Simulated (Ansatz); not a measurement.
Rows from a G0W0 calculation on Ta2O5 (Pmmm) (Ansatz 0.2.0; G0W0 on LDA, plane waves, PAW; 4×4×2 mesh, 202 empty bands, screening to 100 eV, hard PAW files), in eV. Spin-orbit coupling is left out.

```
row      Σx     Σc     Vxc     Z
  A  -11.87  -5.72  -18.60  0.72
  B  -24.81   4.61  -20.07  0.72
  C  -12.10  -5.50  -18.59  0.72
  D  -12.81  -4.73  -18.49  0.74
  E  -15.20  -5.42  -21.70  0.68
  F  -26.40   4.96  -21.36  0.69
```

Q: Which rows are filled states and which are empty ones, and how can one tell?

Filled: B and F. Empty: A, C, D and E. The sign of Σc tells: for a filled state bare exchange, which holds its interaction with itself, lies below Vxc (Σx − Vxc is -4.7 eV or lower here) and screening gives part back as a positive Σc. For an empty state Σx lies above Vxc (+5.7 eV or more) and the Coulomb hole leaves Σc negative.

[Paths, hosts, dates, memory and timing lines, banners, echoed tables and standing remarks are left out of the program output.]

[Logs are printed without paths, hosts, clocks, repeated set-up lines and the standing remarks that a program may print on its own settings, such as how far it seeks lower states.]

[Runs of the session that timed out or met a known fault of the program may be left out.]

[Cells called generated may have been cut or substituted from an entry of the Crystallography Open Database or the Materials Project.]

[Hosts, paths, dates, database ids (printed as entryN), source tags and the programs' standing remarks are cut or masked in the printed files.]
